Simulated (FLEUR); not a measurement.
# Magnetic state of MnAlGe from several starts

Wanted: the moments of MnAlGe and the energy of each order that was tried.

Main program and level: FLEUR MaX-R8.1; PBEsol; all-electron FLAPW, Dirac cores, scalar-relativistic bands.

Report form: the programs' logs are mostly left out.

## 1. Starting point

It takes space group P4/nmm (No. 129, tetragonal). Conventional cell: a = 3.914 Å, b = 3.914 Å, c = 5.933 Å, α = 90.00°, β = 90.00°, γ = 90.00°. Mn has 4 Al at 2.54 Å and 4 Ge at 2.57 Å and 4 Mn at 2.77 Å nearest. Al has 4 Mn at 2.54 Å and 5 Ge at 2.65 to 2.77 Å nearest. Nearest to Ge lie 4 Mn at 2.57 Å and 5 Al at 2.65 to 2.77 Å. Farther neighbours are not listed.

Coordinates:

```xyz
6
Lattice="3.9140 0.0000 0.0000 0.0000 3.9140 0.0000 0.0000 0.0000 5.9330" Properties=species:S:1:pos:R:3 pbc="T T T"
Mn    0.0000    0.0000    0.0000
Mn    1.9570    1.9570    0.0000
Al    1.9570    0.0000    4.3133
Al    0.0000    1.9570    1.6197
Ge    1.9570    0.0000    1.6612
Ge    0.0000    1.9570    4.2718
```

## 2. Order 1, typed as ferro ++

The parallel start comes first: it shows whether parallel moments hold.

inpgen writes inp.xml from crystal.txt; cutoffs, mixing, functional, smearing and local orbitals are then set in the file. The k list default-1 (kpts.xml, not shown) is a Γ-centred 8×8×8 mesh; where the ranks do not divide the number of points, some are split in two of half the weight.

inp.xml

```
<?xml version="1.0" encoding="UTF-8" standalone="no"?>
<fleurInput fleurInputVersion="0.39">
   <comment>
      MnAlGe
   </comment>
   <calculationSetup>
      <cutoffs Kmax="4.05" Gmax="12.1" GmaxXC="12.1" numbands="0"/>
      <scfLoop itmax="90" minDistance="0.00002" maxIterBroyd="15" imix="Anderson" alpha="0.05" precondParam="0.0" spinf="2.0" sdNocoIR="T"/>
      <coreElectrons ctail="T" frcor="F" kcrel="0" coretail_lmax="0"/>
      <xcFunctional name="PBEs" relativisticCorrections="F"/>
      <magnetism jspins="2"/>
      <soc l_soc="F" theta="0.0" phi="0.0" spav="F"/>
      <expertModes spex="0" secvar="F"/>
      <geometryOptimization l_f="F" forcealpha="1.0" forcemix="BFGS" epsdisp="0.00001" epsforce="0.00001"/>
      <ldaU l_linMix="F" mixParam="0.05" spinf="1.0"/>
   </calculationSetup>
   <cell>
      <bzIntegration valenceElectrons="64.0" mode="hist" fermiSmearingEnergy="0.00183747">
         <kPointListSelection listName="default-1"/>
         <xi:include xmlns:xi="http://www.w3.org/2001/XInclude" href="kpts.xml"> </xi:include>
      </bzIntegration>
      <xi:include xmlns:xi="http://www.w3.org/2001/XInclude" href="sym.xml"> </xi:include>
      <bulkLattice scale="1.0">
         <bravaisMatrix>
            <row-1>    7.3963880516843998     0.0000000000000000     0.0000000000000000</row-1>
            <row-2>    0.0000000000000000     7.3963880516843998     0.0000000000000000</row-2>
            <row-3>    0.0000000000000000     0.0000000000000000    11.2117450972517982</row-3>
         </bravaisMatrix>
      </bulkLattice>
   </cell>
   <atomSpecies>
      <species name="Manganese 3.502" element="Mn" atomicNumber="25">
         <mtSphere radius="2.55" gridPoints="843" logIncrement="0.015"/>
         <atomicCutoffs lmax="10" lnonsphr="8"/>
         <electronConfig flipSpins="F">
            <coreConfig>(1s1/2) (2s1/2) (2p1/2) (2p3/2)</coreConfig>
            <valenceConfig>(3s1/2) (3p1/2) (3p3/2) (4s1/2) (3d3/2) (3d5/2)</valenceConfig>
            <stateOccupation state="(3d3/2)" spinUp="1.251" spinDown="0.749"/>
            <stateOccupation state="(3d5/2)" spinUp="3.0" spinDown="0.0"/>
         </electronConfig>
         <energyParameters s="4" p="4" d="3" f="4"/>
         <lo type="SCLO" l="0" n="3" eDeriv="0"/>
         <lo type="SCLO" l="1" n="3" eDeriv="0"/>
      </species>
      <species name="Aluminum (Al)" element="Al" atomicNumber="13">
         <mtSphere radius="1.85" gridPoints="613" logIncrement="0.018"/>
         <atomicCutoffs lmax="8" lnonsphr="6"/>
         <electronConfig flipSpins="F">
            <coreConfig>(1s1/2) (2s1/2) (2p1/2) (2p3/2)</coreConfig>
            <valenceConfig>(3s1/2) (3p1/2) (3p3/2)</valenceConfig>
            <stateOccupation state="(3p1/2)" spinUp="0.166667" spinDown="0.166667"/>
            <stateOccupation state="(3p3/2)" spinUp="0.333333" spinDown="0.333333"/>
         </electronConfig>
         <energyParameters s="3" p="3" d="3" f="4"/>
      </species>
      <species name="Germanium (Ge)" element="Ge" atomicNumber="32">
         <mtSphere radius="1.93" gridPoints="639" logIncrement="0.019"/>
         <atomicCutoffs lmax="8" lnonsphr="6"/>
         <electronConfig flipSpins="F">
            <coreConfig>(1s1/2) (2s1/2) (2p1/2) (2p3/2) (3s1/2) (3p1/2) (3p3/2)</coreConfig>
            <valenceConfig>(4s1/2) (3d3/2) (3d5/2) (4p1/2) (4p3/2)</valenceConfig>
            <stateOccupation state="(4p1/2)" spinUp="0.333333" spinDown="0.333333"/>
            <stateOccupation state="(4p3/2)" spinUp="0.666667" spinDown="0.666667"/>
         </electronConfig>
         <energyParameters s="4" p="4" d="3" f="4"/>
      </species>
   </atomSpecies>
   <atomGroups>
      <atomGroup species="Manganese 3.502">
         <relPos label="                   1">-1.000/4.000 -1.000/4.000 .0000000000</relPos>
         <relPos label="                   2">1.000/4.000 1.000/4.000 .0000000000</relPos>
         <force calculate="T" relaxXYZ="TTT"/>
      </atomGroup>
      <atomGroup species="Aluminum (Al)">
         <relPos label="                   3">1.000/4.000 -1.000/4.000 -.2730000000</relPos>
         <relPos label="                   4">-1.000/4.000 1.000/4.000 .2730000000</relPos>
         <force calculate="T" relaxXYZ="TTT"/>
      </atomGroup>
      <atomGroup species="Germanium (Ge)">
         <relPos label="                   5">1.000/4.000 -1.000/4.000 7.000/25.000</relPos>
         <relPos label="                   6">-1.000/4.000 1.000/4.000 -7.000/25.000</relPos>
         <force calculate="T" relaxXYZ="TTT"/>
      </atomGroup>
   </atomGroups>
   <output dos="F" band="F" slice="F">
      <bandDOS minEnergy="-.5*Htr" maxEnergy="0.5*Htr" sigma="0.015" storeEVData="T"/>
      <plotting iplot="0" polar="F">
         <plot TwoD="T" vec1="  1.0  0.0  0.0" vec2="  0.0  1.0  0.0" vec3="  0.0  0.0  1.0" zero="  0.0  0.0  0.0" file="plot"/>
      </plotting>
      <moessbauerParams electricFieldGradient="F" isomerShift="F" coreHyperfine="F" valenceHyperfine="F"/>
   </output>
</fleurInput>
```

crystal.txt

```
MnAlGe
&input film=F cartesian=F /
3.91400000000  0.00000000000  0.00000000000
0.00000000000  3.91400000000  0.00000000000
0.00000000000  0.00000000000  5.93300000000
1.8897261246
1.0 1.0 1.0

6
25 0.00000000000  0.00000000000  0.00000000000 : 3.502
25 0.50000000000  0.50000000000  0.00000000000 : 3.502
13 0.50000000000  0.00000000000  0.72700000000
13 0.00000000000  0.50000000000  0.27300000000
32 0.50000000000  0.00000000000  0.28000000000
32 0.00000000000  0.50000000000  0.72000000000

&kpt div1=8 div2=8 div3=8 gamma=T /
```

Command:

```bash
OMP_NUM_THREADS=1 inpgen -f crystal.txt > inpgen.log  # inp.xml is then edited as shown
OMP_NUM_THREADS=1 mpirun -n 4 fleur_MPI > fleur.log
```

Elapsed: 3.8 min, on 4 MPI ranks of Arm Neoverse V2, shared host; peak memory 0.42 GiB.

Spin moment in the muffin-tin sphere by atom:

```
atom  spin moment in the muffin-tin sphere (μB)
 Mn1                                       1.82
 Mn2                                       1.82
 Al3                                      -0.02
 Al4                                      -0.02
 Ge5                                      -0.03
 Ge6                                      -0.03
```

Numbers from this step:

```
free energy                                                       : -190342.4672 eV
program's band gap on this mesh (in a metal only a level spacing) : 0.01418 eV
magnetization                                                     : 3.436 μB
final state                                                       : ferromagnetic
```

After 31 cycles the largest moment stands at 1.82 μB.

## 3. Start 2: antiferro +-

Reversing part of the moments tests the sign of the couplings between them.

Changes to inp.xml since step 2:

```diff
@@ -44,2 +44,15 @@
       </species>
+      <species name="Manganese -3.502" element="Mn" atomicNumber="25">
+         <mtSphere radius="2.55" gridPoints="843" logIncrement="0.015"/>
+         <atomicCutoffs lmax="10" lnonsphr="8"/>
+         <electronConfig flipSpins="F">
+            <coreConfig>(1s1/2) (2s1/2) (2p1/2) (2p3/2)</coreConfig>
+            <valenceConfig>(3s1/2) (3p1/2) (3p3/2) (4s1/2) (3d3/2) (3d5/2)</valenceConfig>
+            <stateOccupation state="(3d3/2)" spinUp="0.749" spinDown="1.251"/>
+            <stateOccupation state="(3d5/2)" spinUp="0.0" spinDown="3.0"/>
+         </electronConfig>
+         <energyParameters s="4" p="4" d="3" f="4"/>
+         <lo type="SCLO" l="0" n="3" eDeriv="0"/>
+         <lo type="SCLO" l="1" n="3" eDeriv="0"/>
+      </species>
       <species name="Aluminum (Al)" element="Al" atomicNumber="13">
@@ -69,4 +82,7 @@
       <atomGroup species="Manganese 3.502">
-         <relPos label="                   1">-1.000/4.000 -1.000/4.000 .0000000000</relPos>
-         <relPos label="                   2">1.000/4.000 1.000/4.000 .0000000000</relPos>
+         <relPos label="                   1">.0000000000 .0000000000 .0000000000</relPos>
+         <force calculate="T" relaxXYZ="TTT"/>
+      </atomGroup>
+      <atomGroup species="Manganese -3.502">
+         <relPos label="                   2">1.000/2.000 1.000/2.000 .0000000000</relPos>
          <force calculate="T" relaxXYZ="TTT"/>
@@ -74,4 +90,4 @@
       <atomGroup species="Aluminum (Al)">
-         <relPos label="                   3">1.000/4.000 -1.000/4.000 -.2730000000</relPos>
-         <relPos label="                   4">-1.000/4.000 1.000/4.000 .2730000000</relPos>
+         <relPos label="                   3">1.000/2.000 .0000000000 -.2730000000</relPos>
+         <relPos label="                   4">.0000000000 1.000/2.000 .2730000000</relPos>
          <force calculate="T" relaxXYZ="TTT"/>
@@ -79,4 +95,4 @@
       <atomGroup species="Germanium (Ge)">
-         <relPos label="                   5">1.000/4.000 -1.000/4.000 7.000/25.000</relPos>
-         <relPos label="                   6">-1.000/4.000 1.000/4.000 -7.000/25.000</relPos>
+         <relPos label="                   5">1.000/2.000 .0000000000 7.000/25.000</relPos>
+         <relPos label="                   6">.0000000000 1.000/2.000 -7.000/25.000</relPos>
          <force calculate="T" relaxXYZ="TTT"/>
```

Changes to crystal.txt since step 2:

```diff
@@ -10,3 +10,3 @@
 25 0.00000000000  0.00000000000  0.00000000000 : 3.502
-25 0.50000000000  0.50000000000  0.00000000000 : 3.502
+25 0.50000000000  0.50000000000  0.00000000000 : -3.502
 13 0.50000000000  0.00000000000  0.72700000000
```

Wall time 8 min (4 MPI ranks); peak memory 0.53 GiB; 32 min of CPU time.

Spin moment in the muffin-tin sphere by atom:

```
atom  spin moment in the muffin-tin sphere (μB)
 Mn1                                       2.17
 Mn2                                      -2.17
 Al3                                       0.00
 Al4                                       0.00
 Ge5                                       0.00
 Ge6                                       0.00
```

Read from the output:

| Property | Result |
| --- | --- |
| free energy | -190342.1487 eV |
| program's band gap on this mesh (in a metal only a level spacing) | 1.82e-6 eV |
| magnetization | 0 μB |
| final state | antiferromagnetic |

It lies 159 meV a seeded atom over the first start, and its largest moment is 2.18 μB against 1.82 μB.

## 4. Order 3, typed as no spin polarisation

Without spin polarisation no moment can form, so the difference from the other runs is what forming moments gains.

Changes to inp.xml since step 3:

```diff
@@ -10,3 +10,3 @@
       <xcFunctional name="PBEs" relativisticCorrections="F"/>
-      <magnetism jspins="2"/>
+      <magnetism jspins="1"/>
       <soc l_soc="F" theta="0.0" phi="0.0" spav="F"/>
@@ -31,3 +31,3 @@
    <atomSpecies>
-      <species name="Manganese 3.502" element="Mn" atomicNumber="25">
+      <species name="Manganese (Mn)" element="Mn" atomicNumber="25">
          <mtSphere radius="2.55" gridPoints="843" logIncrement="0.015"/>
@@ -37,17 +37,4 @@
             <valenceConfig>(3s1/2) (3p1/2) (3p3/2) (4s1/2) (3d3/2) (3d5/2)</valenceConfig>
-            <stateOccupation state="(3d3/2)" spinUp="1.251" spinDown="0.749"/>
-            <stateOccupation state="(3d5/2)" spinUp="3.0" spinDown="0.0"/>
-         </electronConfig>
-         <energyParameters s="4" p="4" d="3" f="4"/>
-         <lo type="SCLO" l="0" n="3" eDeriv="0"/>
-         <lo type="SCLO" l="1" n="3" eDeriv="0"/>
-      </species>
-      <species name="Manganese -3.502" element="Mn" atomicNumber="25">
-         <mtSphere radius="2.55" gridPoints="843" logIncrement="0.015"/>
-         <atomicCutoffs lmax="10" lnonsphr="8"/>
-         <electronConfig flipSpins="F">
-            <coreConfig>(1s1/2) (2s1/2) (2p1/2) (2p3/2)</coreConfig>
-            <valenceConfig>(3s1/2) (3p1/2) (3p3/2) (4s1/2) (3d3/2) (3d5/2)</valenceConfig>
-            <stateOccupation state="(3d3/2)" spinUp="0.749" spinDown="1.251"/>
-            <stateOccupation state="(3d5/2)" spinUp="0.0" spinDown="3.0"/>
+            <stateOccupation state="(3d3/2)" spinUp="1.000000" spinDown="1.000000"/>
+            <stateOccupation state="(3d5/2)" spinUp="1.500000" spinDown="1.500000"/>
          </electronConfig>
@@ -81,8 +68,5 @@
    <atomGroups>
-      <atomGroup species="Manganese 3.502">
-         <relPos label="                   1">.0000000000 .0000000000 .0000000000</relPos>
-         <force calculate="T" relaxXYZ="TTT"/>
-      </atomGroup>
-      <atomGroup species="Manganese -3.502">
-         <relPos label="                   2">1.000/2.000 1.000/2.000 .0000000000</relPos>
+      <atomGroup species="Manganese (Mn)">
+         <relPos label="                   1">-1.000/4.000 -1.000/4.000 .0000000000</relPos>
+         <relPos label="                   2">1.000/4.000 1.000/4.000 .0000000000</relPos>
          <force calculate="T" relaxXYZ="TTT"/>
@@ -90,4 +74,4 @@
       <atomGroup species="Aluminum (Al)">
-         <relPos label="                   3">1.000/2.000 .0000000000 -.2730000000</relPos>
-         <relPos label="                   4">.0000000000 1.000/2.000 .2730000000</relPos>
+         <relPos label="                   3">1.000/4.000 -1.000/4.000 -.2730000000</relPos>
+         <relPos label="                   4">-1.000/4.000 1.000/4.000 .2730000000</relPos>
          <force calculate="T" relaxXYZ="TTT"/>
@@ -95,4 +79,4 @@
       <atomGroup species="Germanium (Ge)">
-         <relPos label="                   5">1.000/2.000 .0000000000 7.000/25.000</relPos>
-         <relPos label="                   6">.0000000000 1.000/2.000 -7.000/25.000</relPos>
+         <relPos label="                   5">1.000/4.000 -1.000/4.000 7.000/25.000</relPos>
+         <relPos label="                   6">-1.000/4.000 1.000/4.000 -7.000/25.000</relPos>
          <force calculate="T" relaxXYZ="TTT"/>
```

Changes to crystal.txt since step 3:

```diff
@@ -9,4 +9,4 @@
 6
-25 0.00000000000  0.00000000000  0.00000000000 : 3.502
-25 0.50000000000  0.50000000000  0.00000000000 : -3.502
+25 0.00000000000  0.00000000000  0.00000000000
+25 0.50000000000  0.50000000000  0.00000000000
 13 0.50000000000  0.00000000000  0.72700000000
```

Elapsed: 79 s, on 4 MPI ranks; peak memory 0.33 GiB.

Numbers from this step:

- free energy: -190341.9193 eV
- program's band gap on this mesh (in a metal only a level spacing): 0.003519 eV
- final state: non-magnetic (no spin polarisation)

It lies 274 meV a seeded atom over the first start.

## 5. Energies of the orders

Free energies are divided by the number of seeded atoms.

Orders:

```
               start        final state  typed order kept  energy over the lowest (meV a seeded atom)  largest sphere moment (μB)  net moment (μB a primitive cell)  mesh matched  CPU time (s)
            ferro ++      ferromagnetic               yes                                           0                       1.816                             3.436           yes         914.1
        antiferro +-  antiferromagnetic               yes                                       159.2                       2.175                                 0           yes          1911
no spin polarisation       non-magnetic                 -                                       273.9                           0                                 0           yes         316.4
```

## 6. What came out

| Quantity | Value |
| --- | --- |
| lowest state found | ferromagnetic (typed ferro ++) |
| largest site spin moment | 1.82 μB |
| next finished state | antiferromagnetic, 159 meV a seeded atom higher |
| energy gained by spin polarisation | 274 meV a seeded atom |

In words: The lowest state found is ferromagnetic, reached from the start ferro ++, with moments up to 1.82 μB. The next finished state costs 159 meV a seeded atom. This is the lowest of 3 finished starts, no proof of the ground state. Core electrons leak out of the spheres (0.029 e), which costs some accuracy.

[Logs and program files are shortened in this print: banners, set-up blocks, solver, clock and traceback lines can be left out without a mark of their own.]

[Logs are printed without paths, hosts, clocks, repeated set-up lines and the standing remarks that a program may print on its own settings, such as how far it seeks lower states.]

[Hosts, paths, dates, database ids (printed as entryN), source tags and the programs' standing remarks are cut or masked in the printed files.]

[Where a cell is said to come from a database of computed structures, the database is the Materials Project.]
